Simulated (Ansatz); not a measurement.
# Work function of Li(111): what the settings cost and change

How far do functional and pseudopotentials move the work function of Li(111), and at what cost?

Method: plane-wave DFT, PBE, Ansatz PAW, in the first sound run; inputs show where later runs differ, in Ansatz 0.2.0.

### 1. The structure

The cell holds 11 atoms: 11 Li. Cell: a = 4.936 Å, b = 4.936 Å, c = 28.075 Å, α = 90.0°, β = 90.0°, γ = 60.0°. Vacuum lies along c.

### 2. Run, setting PBE, Ansatz PAW (420 eV)

A work function rests on the faint tail of the density, so the SCF threshold is tight. PBE on the default files comes first; the next runs keep the geometry and change functional or files, each at the cutoff that its files recommend; a relaxation and, for heavy metals, spin-orbit coupling close the ladder.

Input file input.yaml:

```yaml
crystal:
  lattice:
    - [4.9356053327, 0.0, 0.0]
    - [2.4678026663, 4.2743596012, 0.0]
    - [0.0, 0.0, 28.0747621974]
  atoms:
    - { symbol: Li, position: [0.6666666667, 0.6666666667, 0.3205726174] }
    - { symbol: Li, position: [0.0, 0.0, 0.3564580939] }
    - { symbol: Li, position: [0.3333333333, 0.3333333333, 0.3923435704] }
    - { symbol: Li, position: [0.6666666667, 0.6666666667, 0.428229047] }
    - { symbol: Li, position: [0.0, 0.0, 0.4641145235] }
    - { symbol: Li, position: [0.3333333333, 0.3333333333, 0.5] }
    - { symbol: Li, position: [0.6666666667, 0.6666666667, 0.5358854765] }
    - { symbol: Li, position: [0.0, 0.0, 0.571770953] }
    - { symbol: Li, position: [0.3333333333, 0.3333333333, 0.6076564296] }
    - { symbol: Li, position: [0.6666666667, 0.6666666667, 0.6435419061] }
    - { symbol: Li, position: [0.0, 0.0, 0.6794273826] }
kpoints:
  mp_grid: { grid: [10, 10, 1] }
hamiltonian:
  xc: pbe
scf:
  occupations: { method: fermi_dirac, width: 0.1 }
  convergence: { dr2_threshold: 1.0e-09 }
efield:
  axis: 3
  dipole_correction: true
  ramp_position: 0.97
  ramp_width: 0.06
output:
  write_potential: true
  write_density: true
  volumetric_format: npy
  elf: true
```

Started as:

```bash
$ ansatz run input.yaml --threads 2 --pin off --max-ram 3072MiB --backend cpu --events-out ev --progress --plain --runs-dir out
```

Numbers of over 12 decimals in the logs are rounded to 6 here.

Log:

```text
Engine: ansatz 0.2.0, aarch64-unknown-linux-gnu
Pseudopotentials: kind: paw
Pseudopotential: Li, paw, valence charge 3, recommended cutoff 420 eV (normal), Li.paw.azcp
Functional definition: PBE
  parameter kappa = 0.804
  parameter beta = 0.066725
  exchange = pbe_x(kappa = kappa, mu = beta*pi^2/3)
  correlation = pbe_c(beta = beta)
Crystal: 11 atoms, lattice volume = 592.281 Å³
Basis set: ecut = 420 eV, 11595 PW (Γ)
Bands: 28, of which v1, the nominal top of the filled ones, is band 17 counted from 1 (16 counted from 0)
Symmetry: 6 space group operations
k-points: 14 of 100 (time reversal used)
Non-local potential: Li, projectors of the file, l = 0: 3, l = 1: 2, l = 2: 1
PAW form: soft (Blöchl's): semilocal exchange-correlation on the pseudo side does not see the compensation charge
PAW one-centre angular grid: Li, 110 points (default); XC on 64 Gauss nodes
Initial density: superposition of atomic densities (neutral atoms: chi_scale 0, normalization atom), corrected by the library's trained network
Initial wavefunctions: pseudopotential atomic-orbital guess
Functional: x = pbe(κ = 0.804, μ = 0.219515), c = pbe(β = 0.066725)
SCF iter   1: F=—  HF=-2250.192147 eV  |F-HF|=—  |Δ(HF+E_count)|=         —  Δρ=6.58e-4  dr2=6.57e-2  ethr=1.77e-3  p=-0.000 e·Å  D=-1.27e-15 V/Å  ΔV_dip=0.00 eV  dr2_dipole=3.06e-9  V_vac-E_F(+/−)=2.76/2.76 eV  ⟨swp⟩=12.8  Hψ=2807  notcnv=0
efield: sawtooth ramp at fractional position 0.9700 (set: `efield.ramp_position`, or a place that a band, a saddle search or an elastic batch's reference lends), width 0.0600; the density the first Hamiltonian is built on has a dipole p = -0.000 e·Å; the dipole correction subtracts the counter field D = -1.27e-15 V/Å, which shifts the + side's vacuum level by +0.00 eV against the − side's; the planar-averaged density in the ramp window peaks in size at 3.7e-7 e/Å³
preconditioner: auto → LDOS  [metal: Δε(μ)=0.062 eV  Ē_g=3.308 eV  σ=0.100 eV  W_gap=0.15  n_scr=56 (ndim 8)  ℏωp=5.1 eV  f_vac=0.499  D(μ)=5.04/eV (n_scr^D=10)  β→1.0]
SCF iter   2: F=—  HF=-2250.189916 eV  |F-HF|=—  |Δ(HF+E_count)|=   2.23e-3  Δρ=2.50e-4  dr2=2.72e-3  ethr=1.99e-4  p=-0.000 e·Å  D=-9.92e-7 V/Å  ΔV_dip=0.00 eV  dr2_dipole=3.79e-9  V_vac-E_F(+/−)=2.87/2.87 eV  ⟨swp⟩=2.0  Hψ=562  notcnv=0
SCF iter   3: F=—  HF=-2250.190175 eV  |F-HF|=—  |Δ(HF+E_count)|=   2.59e-4  Δρ=6.84e-5  dr2=8.09e-5  ethr=8.24e-6  p=-0.000 e·Å  D=-5.23e-7 V/Å  ΔV_dip=0.00 eV  dr2_dipole=6.72e-10  V_vac-E_F(+/−)=2.87/2.87 eV  ⟨swp⟩=1.6  Hψ=454  notcnv=0
SCF iter   4: F=—  HF=-2250.190229 eV  |F-HF|=—  |Δ(HF+E_count)|=   5.46e-5  Δρ=1.31e-5  dr2=4.38e-6  ethr=2.45e-7  p=-0.000 e·Å  D=-6.40e-8 V/Å  ΔV_dip=0.00 eV  dr2_dipole=3.04e-10  V_vac-E_F(+/−)=2.88/2.88 eV  ⟨swp⟩=2.0  Hψ=482  notcnv=0
SCF iter   5: F=—  HF=-2250.190234 eV  |F-HF|=—  |Δ(HF+E_count)|=   4.52e-6  Δρ=2.55e-6  dr2=1.14e-7  ethr=1.33e-8  p=0.000 e·Å  D=7.16e-8 V/Å  ΔV_dip=-0.00 eV  dr2_dipole=2.09e-11  V_vac-E_F(+/−)=2.89/2.89 eV  ⟨swp⟩=2.0  Hψ=475  notcnv=0
SCF iter   6: F=—  HF=-2250.190242 eV  |F-HF|=—  |Δ(HF+E_count)|=   8.52e-6  Δρ=4.47e-7  dr2=3.50e-9  ethr=3.44e-10  p=0.000 e·Å  D=8.84e-9 V/Å  ΔV_dip=-0.00 eV  dr2_dipole=9.80e-13  V_vac-E_F(+/−)=2.89/2.89 eV  ⟨swp⟩=2.0  Hψ=483  notcnv=0
SCF iter   7: F=-2250.190242 eV  HF=-2250.190242 eV  |F-HF|=8.23e-11  |Δ(HF+E_count)|=   4.22e-9  Δρ=9.20e-8  dr2=1.37e-10  ethr=3.03e-12  p=0.000 e·Å  D=2.04e-9 V/Å  ΔV_dip=-0.00 eV  dr2_dipole=8.14e-14  V_vac-E_F(+/−)=2.89/2.89 eV  ⟨swp⟩=10.6  Hψ=1316  notcnv=0
SCF 1 converged in 7 iterations: F = -2250.190242 eV  dr2 = 1.37e-10
  greatest PAW one-centre occupation: 1.000 electrons in one spin orbital (limit 2), on the Li atom at site 10 (counted from 0), in its partial waves of l = 0
WARN: The output density's exchange-correlation potential varies sharply where the density is thin. Do not read a vacuum level from v_tot or v_xc, or from such a field of the output density. On a cell that repeats whose density bears no net charge and no dipole along the vacuum's axis use v_es (v_loc + v_h of the components); under efield.dipole_correction with no amplitude use v_es + v_field, which holds any externa [...]
SCF converged after 7 iterations
Free energy (F): -2250.190242 eV
Harris-Foulkes:  -2250.190242 eV  (|F-HF|=8.23e-11)
Internal energy: -2250.015866 eV  (E = F + TS)
E sigma→0 (E₀):  -2250.103054 eV
Entropy (-TS):   -0.174377 eV (-15.852 meV/atom)
Fermi energy:    -1.311407 eV
Dipole field:    D = -0.000000 V/Å  (p = -0.000001 e·Å, saw-weighted, corrected)
Work function:   Φ+ = 2.8868 eV   Φ− = 2.8868 eV
Levels:          The Fermi level and band energies are counted from a zero that moves with the ramp; work functions are not
--- Per-component energies (eV) ---
  E_band       = -1088.364411
  E_kinetic    = 229.078888
  E_local      = -9469.002513  (includes V_loc(G=0)·N_el)
  E_nonlocal   = -366.093797
  E_hartree    = 4397.699602
  E_xc         = -107.936758
  E_vxc        = -138.853765  (∫ρ·V_xc dr)
  E_paw        = -230.958655  (= ΣΔE_a)
  E_vpaw       = -138.893125  (= ΣTr[D̂ρ^β])
  E_aug_tail   = 0.000159  (compensation charges beyond the density's cutoff)
  E_efield     = 0.000000  (sawtooth field / dipole correction)
  E_vefield    = 0.000000  (∫n·V_field dr)
  E_ewald      = 3297.197208
  E_smearing   = -0.174377  (= −TS)
  E_closure    = 0.000000  (closes the sum)
  Σ components = -2250.190242   (vs F -2250.190242, Δ=0.00e0)
--- Band table (eV; the first three rows and the last of 14) ---
  k-point 0: bands = [... 13 lower, -3.3451, -2.3352, -1.3030, -0.2089, 0.8853, 1.1098, 1.1098, 1.1968, ... 7 higher]
  k-point 1: bands = [... 13 lower, -3.2817, -2.2708, -1.2409, -0.1639, 0.2478, 0.4319, 0.7544, 0.9906, ... 7 higher]
  k-point 2: bands = [... 13 lower, -3.0916, -2.0789, -1.0634, -0.7110, -0.2676, -0.1307, 0.0485, 0.4664, ... 7 higher]
  k-point 13: bands = [... 13 lower, -2.3923, -2.3669, -1.9232, -1.8215, -1.6367, -1.0910, -0.9935, -0.6820, ... 7 higher]
```

It took 33 s on 2 threads of Arm Neoverse N1, shared host; peak memory 0.71 GiB.

In the SCF lines HF is the Harris–Foulkes energy and dr2 the Hartree energy of the density residual, in eV; the loop may stop once dr2 is under the threshold and the program's other checks hold. Hψ counts applications of the Hamiltonian.

This step gave:

* energy at zero smearing: -2250.1031 eV
* work function, upper face: 2.887 eV

Running mean over 1.007 Å of the planar mean; the ramp of the sawtooth is left out. Electron's electrostatic potential energy less the Fermi level against z:

z (Å), electron's electrostatic potential energy less the Fermi level (eV) and a bar from the least value:
```
        4       2.89 ##############################
        5       2.88 ##############################
        6       2.86 ##############################
        7       2.70 ############################
        8       1.85 ######################
        9      -0.48 ##
       10      -0.77 
       11      -0.64 #
       12      -0.61 #
       13      -0.60 #
       14      -0.61 #
       15      -0.60 #
       16      -0.60 #
       17      -0.63 #
       18      -0.75 
       19      -0.58 ##
       20       1.71 ####################
       21       2.68 ############################
       22       2.85 ##############################
       23       2.88 ##############################
       24       2.89 ##############################
       25       2.89 ##############################
```

ELF in the ca plane at fractional y = 0.000, with atoms of Li within 0.2 Å of it. It is the smooth field of the valence electrons, not physical close to the nuclei.

Ten even steps from '0' (0.01 × 1e-1) to '9' (9.92 × 1e-1), each cell a mean:
```
33103982044117940352059601550289400110000000
44310110255300101464101003663011001110000000
55653123566531124666421135676421123210000000
56777666666665556666655556677766554210000000
56777776655666666556666666667777654210000000
56677776555566665555566655566666653210000000
56667776555566665555566655556666543210000000
56677776555566665555666655666776654210000000
56777776666666666666666566677777654210000000
56665445666653345666543346677643343210000000
45520001456410002565200014675100012210000000
34201540145104510353026302661156100110000000
33105993034029960252079811540499600000000000
```
Columns run along c (16.0 Å, from fractional 0.29 to 0.86 of the cell), rows up along a (4.9 Å). Atoms in or near the plane, at fractional coordinates: Li at (0.36, 0.00), Li at (0.46, 0.00), Li at (0.57, 0.00), Li at (0.68, 0.00).

Valence density in the ca plane at fractional y = 0.000, with atoms of Li within 0.2 Å of it. It is the smooth field of the valence electrons, not physical close to the nuclei.

Ten steps, logarithmic in the rise over the least value, from '0' (0.0 e/Å³) to '9' (7.6 e/Å³), each cell a mean:
```
00014884111137851111168721111488400000000000
00001321111112311111113211111122100000000000
00000111111111111111111111111110000000000000
00000111111111111111111111111100000000000000
00001111111111111111111111111000000000000000
00000111111111111111111111111000000000000000
00000111111111111111111111111000000000000000
00000111111111111111111111111000000000000000
00001111111111111111111111111100000000000000
00000111111111111111111111111100000000000000
00001111111111111111111111111111000000000000
00002652111115631111146511111266200000000000
00015995111148971111279831111599500000000000
```
Columns run along c (16.0 Å, from fractional 0.29 to 0.86 of the cell), rows up along a (4.9 Å). Atoms in or near the plane, at fractional coordinates: Li at (0.36, 0.00), Li at (0.46, 0.00), Li at (0.57, 0.00), Li at (0.68, 0.00).

Electrostatic potential energy in the ca plane at fractional y = 0.000, with atoms of Li within 0.2 Å of it. With pseudopotentials it is smooth inside the atoms' cores, unlike the true potential.

Values in eV, 7 rows by 16 columns, each cell a mean:
```
  1 -10 -15   0  -8 -16   0  -8 -16   0  -7 -18  -2   1   1   2
  1  -1  -1   1   0  -1   1   0  -1   1   0  -2   0   1   2   2
  1   1   1   1   1   1   1   1   1   1   1   1   1   2   2   2
  0   1   1   0   1   1   0   1   1   0   0   1   2   2   2   2
  1   1   1   1   1   1   1   1   1   1   1   1   1   1   2   2
  1  -2  -3   1  -1  -3   1  -1  -3   1  -1  -5   0   1   1   2
  0 -13 -20  -1 -11 -20  -1 -10 -21  -1 -10 -23  -3   1   1   2
```
Columns run along c (16.0 Å, from fractional 0.29 to 0.86 of the cell; values clipped at the 3rd and 97th percentile), rows up along a (4.9 Å). Atoms in or near the plane, at fractional coordinates: Li at (0.36, 0.00), Li at (0.46, 0.00), Li at (0.57, 0.00), Li at (0.68, 0.00).

The work function is 2.887 eV.

### 3. Slab

This step: plane-wave DFT, LDA, Ansatz PAW (Ansatz 0.2.0).

input.yaml: that of step 2 with these lines changed.

```diff
@@ -20,3 +20,3 @@
 hamiltonian:
-  xc: pbe
+  xc: lda
 scf:
@@ -33,2 +33 @@
   volumetric_format: npy
-  elf: true
```

Log:

```text
[...]
Crystal: 11 atoms, lattice volume = 592.281 Å³
Basis set: ecut = 420 eV, 11595 PW (Γ)
Bands: 28, of which v1, the nominal top of the filled ones, is band 17 counted from 1 (16 counted from 0)
Symmetry: 6 space group operations
k-points: 14 of 100 (time reversal used)
[...]
k-point 1: bands = [... 13 lower, -3.3357, -2.3383, -1.3314, -0.2816, 0.1438, 0.3213, 0.6415, 0.8843, ... 7 higher]
  k-point 2: bands = [... 13 lower, -3.1484, -2.1488, -1.1557, -0.8019, -0.3709, -0.2396, -0.0645, 0.3516, ... 7 higher]
  k-point 13: bands = [... 13 lower, -2.4605, -2.4355, -2.0005, -1.8984, -1.7140, -1.1784, -1.0798, -0.7719, ... 7 higher]
[key lines of the parts left out:]
SCF converged after 7 iterations
Free energy (F): -2216.465577 eV
Fermi energy:    -1.397134 eV
Dipole field:    D = -0.000000 V/Å  (p = -0.000001 e·Å, saw-weighted, corrected)
Work function:   Φ+ = 2.9693 eV   Φ− = 2.9693 eV
```

The job ended after 32 s (2 threads; peak memory 0.69 GiB; 53 s of CPU time).

The work function is 2.969 eV, +0.082 eV from the run “PBE, Ansatz PAW (420 eV)”, at 0.97 times its CPU time.

### 4. Slab

This step: plane-wave DFT, PBEsol, Ansatz PAW (Ansatz 0.2.0).

input.yaml: that of step 3 with these lines changed.

```diff
@@ -20,3 +20,3 @@
 hamiltonian:
-  xc: lda
+  xc: pbesol
 scf:
```

Log:

```text
[...]
Crystal: 11 atoms, lattice volume = 592.281 Å³
Basis set: ecut = 420 eV, 11595 PW (Γ)
Bands: 28, of which v1, the nominal top of the filled ones, is band 17 counted from 1 (16 counted from 0)
Symmetry: 6 space group operations
k-points: 14 of 100 (time reversal used)
[...]
k-point 1: bands = [... 13 lower, -3.2847, -2.2770, -1.2555, -0.1791, 0.2404, 0.4240, 0.7506, 1.0014, ... 7 higher]
  k-point 2: bands = [... 13 lower, -3.0947, -2.0850, -1.0778, -0.7180, -0.2771, -0.1391, 0.0377, 0.4615, ... 7 higher]
  k-point 13: bands = [... 13 lower, -2.3981, -2.3729, -1.9281, -1.8278, -1.6408, -1.0944, -1.0006, -0.6901, ... 7 higher]
[key lines of the parts left out:]
SCF converged after 7 iterations
Free energy (F): -2231.552924 eV
Fermi energy:    -1.318717 eV
Dipole field:    D = 0.000000 V/Å  (p = 0.000000 e·Å, saw-weighted, corrected)
Work function:   Φ+ = 2.9083 eV   Φ− = 2.9083 eV
```

Elapsed: 35 s, on 2 threads; peak memory 0.7 GiB; 55 s of CPU time.

The work function is 2.908 eV, +0.021 eV from the run “PBE, Ansatz PAW (420 eV)”, at 1.0 times its CPU time.

### 5. Run

This step: plane-wave DFT, RPBE, Ansatz PAW (Ansatz 0.2.0).

input.yaml: that of step 4 with these lines changed.

```diff
@@ -20,3 +20,3 @@
 hamiltonian:
-  xc: pbesol
+  xc: rpbe
 scf:
```

Log:

```text
[...]
Crystal: 11 atoms, lattice volume = 592.281 Å³
Basis set: ecut = 420 eV, 11595 PW (Γ)
Bands: 28, of which v1, the nominal top of the filled ones, is band 17 counted from 1 (16 counted from 0)
Symmetry: 6 space group operations
k-points: 14 of 100 (time reversal used)
[...]
k-point 1: bands = [... 13 lower, -3.2438, -2.2293, -1.1900, -0.1048, 0.3039, 0.4901, 0.8066, 1.0116, ... 7 higher]
  k-point 2: bands = [... 13 lower, -3.0527, -2.0366, -1.0121, -0.6597, -0.2114, -0.0733, 0.1070, 0.5267, ... 7 higher]
  k-point 13: bands = [... 13 lower, -2.3493, -2.3239, -1.8758, -1.7753, -1.5905, -1.0405, -0.9453, -0.6333, ... 7 higher]
[key lines of the parts left out:]
SCF converged after 7 iterations
Free energy (F): -2258.578483 eV
Fermi energy:    -1.262484 eV
Dipole field:    D = -0.000000 V/Å  (p = -0.000000 e·Å, saw-weighted, corrected)
Work function:   Φ+ = 2.8440 eV   Φ− = 2.8440 eV
```

It took 34 s on 2 threads; peak memory 0.71 GiB; 55 s of CPU time.

The work function is 2.844 eV, -0.043 eV from the run “PBE, Ansatz PAW (420 eV)”, at 1.0 times its CPU time.

### 6. Run

This step: plane-wave DFT, r2SCAN, Ansatz PAW (Ansatz 0.2.0).

input.yaml: that of step 5 with these lines changed.

```diff
@@ -20,3 +20,3 @@
 hamiltonian:
-  xc: rpbe
+  xc: r2scan
 scf:
```

Log:

```text
[...]
Crystal: 11 atoms, lattice volume = 592.281 Å³
Basis set: ecut = 500 eV, 14893 PW (Γ), exchange–correlation on 144×144×864 points (64 copies of the dense FFT grid, shifted against one another)
Bands: 28, of which v1, the nominal top of the filled ones, is band 17 counted from 1 (16 counted from 0)
Symmetry: 6 space group operations
[...]
k-point 1: bands = [... 13 lower, -3.4409, -2.3355, -1.2038, -0.0123, 0.4306, 0.6362, 0.9867, 1.2338, ... 7 higher]
  k-point 2: bands = [... 13 lower, -3.2308, -2.1228, -1.0080, -0.6180, -0.1311, 0.0281, 0.2237, 0.6882, ... 7 higher]
  k-point 13: bands = [... 13 lower, -2.4591, -2.4315, -1.9368, -1.8353, -1.6284, -1.0197, -0.9339, -0.5898, ... 7 higher]
[key lines of the parts left out:]
SCF converged after 8 iterations
Free energy (F): -2255.103491 eV
Fermi energy:    -1.269435 eV
Dipole field:    D = 0.000001 V/Å  (p = 0.000002 e·Å, saw-weighted, corrected)
Work function:   Φ+ = 2.8613 eV   Φ− = 2.8613 eV
```

Elapsed: 82 s, on 2 threads; peak memory 0.91 GiB.

The work function is 2.861 eV, -0.026 eV from the run “PBE, Ansatz PAW (420 eV)”, at 2.5 times its CPU time.

### 7. Run

This step: plane-wave DFT, PBE, JTH PAW (Ansatz 0.2.0).

input.yaml: that of step 6 with these lines changed.

```diff
@@ -20,3 +20,4 @@
 hamiltonian:
-  xc: r2scan
+  xc: pbe
+  pseudopotentials: { kind: paw, source: jth }
 scf:
```

Log:

```text
[...]
k-point 1: bands = [... 13 lower, -3.2875, -2.2766, -1.2465, -0.1692, 0.2432, 0.4272, 0.7500, 0.9857, ... 7 higher]
  k-point 2: bands = [... 13 lower, -3.0974, -2.0847, -1.0690, -0.7163, -0.2728, -0.1362, 0.0433, 0.4615, ... 7 higher]
  k-point 13: bands = [... 13 lower, -2.3983, -2.3729, -1.9292, -1.8274, -1.6425, -1.0967, -0.9992, -0.6877, ... 7 higher]
[key lines of the parts left out:]
SCF converged after 11 iterations
Free energy (F): -2250.163247 eV
Fermi energy:    -1.317247 eV
Dipole field:    D = -0.000000 V/Å  (p = -0.000000 e·Å, saw-weighted, corrected)
Work function:   Φ+ = 2.8865 eV   Φ− = 2.8865 eV
```

The job ended after 3.3 min (2 threads; peak memory 2.3 GiB; 5.6 min of CPU time).

The work function is 2.887 eV, -0.000 eV from the run “PBE, Ansatz PAW (420 eV)”, at 6.2 times its CPU time.

### 8. Slab

This step: plane-wave DFT, PBE, norm-conserving (Ansatz 0.2.0).

input.yaml: that of step 7 with these lines changed.

```diff
@@ -21,3 +21,3 @@
   xc: pbe
-  pseudopotentials: { kind: paw, source: jth }
+  pseudopotentials: { kind: nc }
 scf:
```

Log:

```text
[...]
Crystal: 11 atoms, lattice volume = 592.281 Å³
Basis set: ecut = 1034.032677 eV, 44625 PW (Γ)
Bands: 28, of which v1, the nominal top of the filled ones, is band 17 counted from 1 (16 counted from 0)
Symmetry: 6 space group operations
k-points: 14 of 100 (time reversal used)
[...]
k-point 1: bands = [... 13 lower, -3.3116, -2.3009, -1.2712, -0.1945, 0.2173, 0.4014, 0.7238, 0.9600, ... 7 higher]
  k-point 2: bands = [... 13 lower, -3.1216, -2.1090, -1.0937, -0.7415, -0.2982, -0.1612, 0.0180, 0.4359, ... 7 higher]
  k-point 13: bands = [... 13 lower, -2.4224, -2.3970, -1.9537, -1.8517, -1.6670, -1.1215, -1.0239, -0.7124, ... 7 higher]
[key lines of the parts left out:]
SCF converged after 11 iterations
Free energy (F): -2164.276717 eV
Fermi energy:    -1.341789 eV
Dipole field:    D = 0.000000 V/Å  (p = 0.000001 e·Å, saw-weighted, corrected)
Work function:   Φ+ = 2.8863 eV   Φ− = 2.8863 eV
```

Run time: 2.5 min. Hardware: 2 threads; peak memory 1.8 GiB; 4.3 min of CPU time.

The work function is 2.886 eV, -0.001 eV from the run “PBE, Ansatz PAW (420 eV)”, at 4.8 times its CPU time.

(Part 1 of 2 ends here.)

[Logs are printed without paths, hosts, clocks, repeated set-up lines and the standing remarks that a program may print on its own settings, such as how far it seeks lower states.]

[Hosts, paths, dates, database ids (printed as entryN), source tags and the programs' standing remarks are cut or masked in the printed files.]

[Maps of the electrostatic potential energy from Ansatz leave out the sawtooth potential of an applied field or a dipole correction, so their vacuum need not be flat; planar profiles and work functions include it.]
